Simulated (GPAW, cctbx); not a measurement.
# By hand: from a DFT structure factor to an extinction distance in Al2GaRu2

Al2GaRu2, P4/mbm (no. 127), a = 6.8110 Å, b = 6.8110 Å, c = 3.2178 Å, α = 90.00°, β = 90.00°, γ = 90.00°.

| atom | mult. | x | y | z |
| --- | --- | --- | --- | --- |
| Ru1 | 4 | 0.8425 | 0.6575 | 0 |
| Ga1 | 2 | 1/2 | 1/2 | 0 |
| Al1 | 4 | 0.6410 | 0.8590 | 1/2 |

The cell comes from substitution in a known structure type and wasn't matched to any measured phase.

A DFT run (GPAW, PBE, 450 eV, 7×4×4 k-points (along the axes of the calculation cell), Fermi–Dirac width 0.1 eV) gives the static X-ray structure factor of 110 as 10.038 e for the conventional cell; superposed free atoms give 9.674 e. **Problem.** Find the Fourier component V of the crystal potential and the two-beam extinction distance at 200 kV in both cases.

## 1. Geometry

The cell volume is Ω = 149.27 Å³ and d(110) = 4.8161 Å, so g = 1/d = 0.2076 Å⁻¹.

## 2. The nuclei

Electrons feel nuclei as well as electrons, so the nuclear charges are summed with the same phases.

Phase sums Σ exp(2πi h·x), turned so that the total is real and positive: Ru +1.206, Ga -2.000, Al +1.600. Then F_Z = 44 × (+1.206) + 31 × (-2.000) + 13 × (+1.600) = 11.89 e. The electron term has the same sign for this reflection.

## 3. Mott–Bethe

Poisson's equation, term by term, gives V = (e/4πε₀)(F_Z − F)/(πΩg²), with e/4πε₀ = 14.3996 V Å.

The prefactor is 14.3996 × 4.8161²/(π × 149.27) = 0.71221 V per electron. Free atoms: (11.89 − 9.674) × 0.71221 = 1.576 V. Crystal: (11.89 − 10.038) × 0.71221 = 1.316 V. F changes by +3.76 % and V by -16.5 %: the same 0.36 e is measured against F_Z − F = 2.2 e in place of F = 9.7 e.

## 4. Extinction distance

In the two-beam case ξ = 1/(λU) with U = 2γm₀eV/h², that is ξ = 150.41 V Å²/(γλV).

At 200 kV, λ = 0.02508 Å and γ = 1.3914. Free atoms: ξ = 2736 Å. Crystal: ξ = 3275 Å. The thickness fringes go as sin²(πt/ξ), so the two patterns slip by a quarter of a period when t|1/ξ₁ − 1/ξ₀| = 1/4, at t ≈ 416 nm. Thermal motion, absorption and many-beam coupling, left out here, change a real pattern.

## 5. Answer

V(110) is 1.32 V against 1.58 V, and ξ is 3275 against 2736 Å. Limits: static atoms, two beams.
